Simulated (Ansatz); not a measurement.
# Does disorder add resistance in series? Ti(0001) layers displaced at 180 K

Two lengths of the disordered region are known. What area resistance does the third give?

How it was computed: Ansatz 0.2.0, plane waves with PAW datasets at their recommended cutoffs (420 eV for most), Fermi-Dirac smearing; ballistic transmission by layer matching. The area resistance is RA = A (h/2e²)(1/T − 1/N), with T the zone-mean transmission per spin and N the lead's channels, both averaged over a few energies near the Fermi level; for magnets each spin is taken apart, with h/e², and the two conduct in parallel. Lateral cell 2x2, PBE, a fresh random draw for each length. Atoms are displaced independently, by 0.0596 Å r.m.s. per direction; each RA is scaled by the nominal over the drawn mean square displacement.

The runs, with one result withheld:

| length (Å) | channels N | RA (fΩ m²) |
| --- | --- | --- |
| 4.69 | 2.708 | 0.208 |
| 14.1 | 2.708 | 0.552 |
| 23.4 | 2.708 | ? |

**Estimate by hand.**

Ohm's law makes RA linear in the length: the slope is (0.552 − 0.208)/(14.1 − 4.69) = 0.0368 fΩ m² per Å, or 37 µΩ cm. Then 0.552 + 0.0368 × 9.37. Predicted: 0.897 fΩ m².

Check against the run:

0.895 fΩ m², so the prediction is 0.20 % too high. The three lengths together give 37 µΩ cm. The two increments are 0.34 and 0.34 fΩ m², roughly as Ohm's law has it, though with one draw for each length that is a weak test.

Caveats: The scatterers repeat sideways with the small cell. The slope is a raw one; a model of isotropic scattering puts it 1.07 times the bulk value over these lengths.
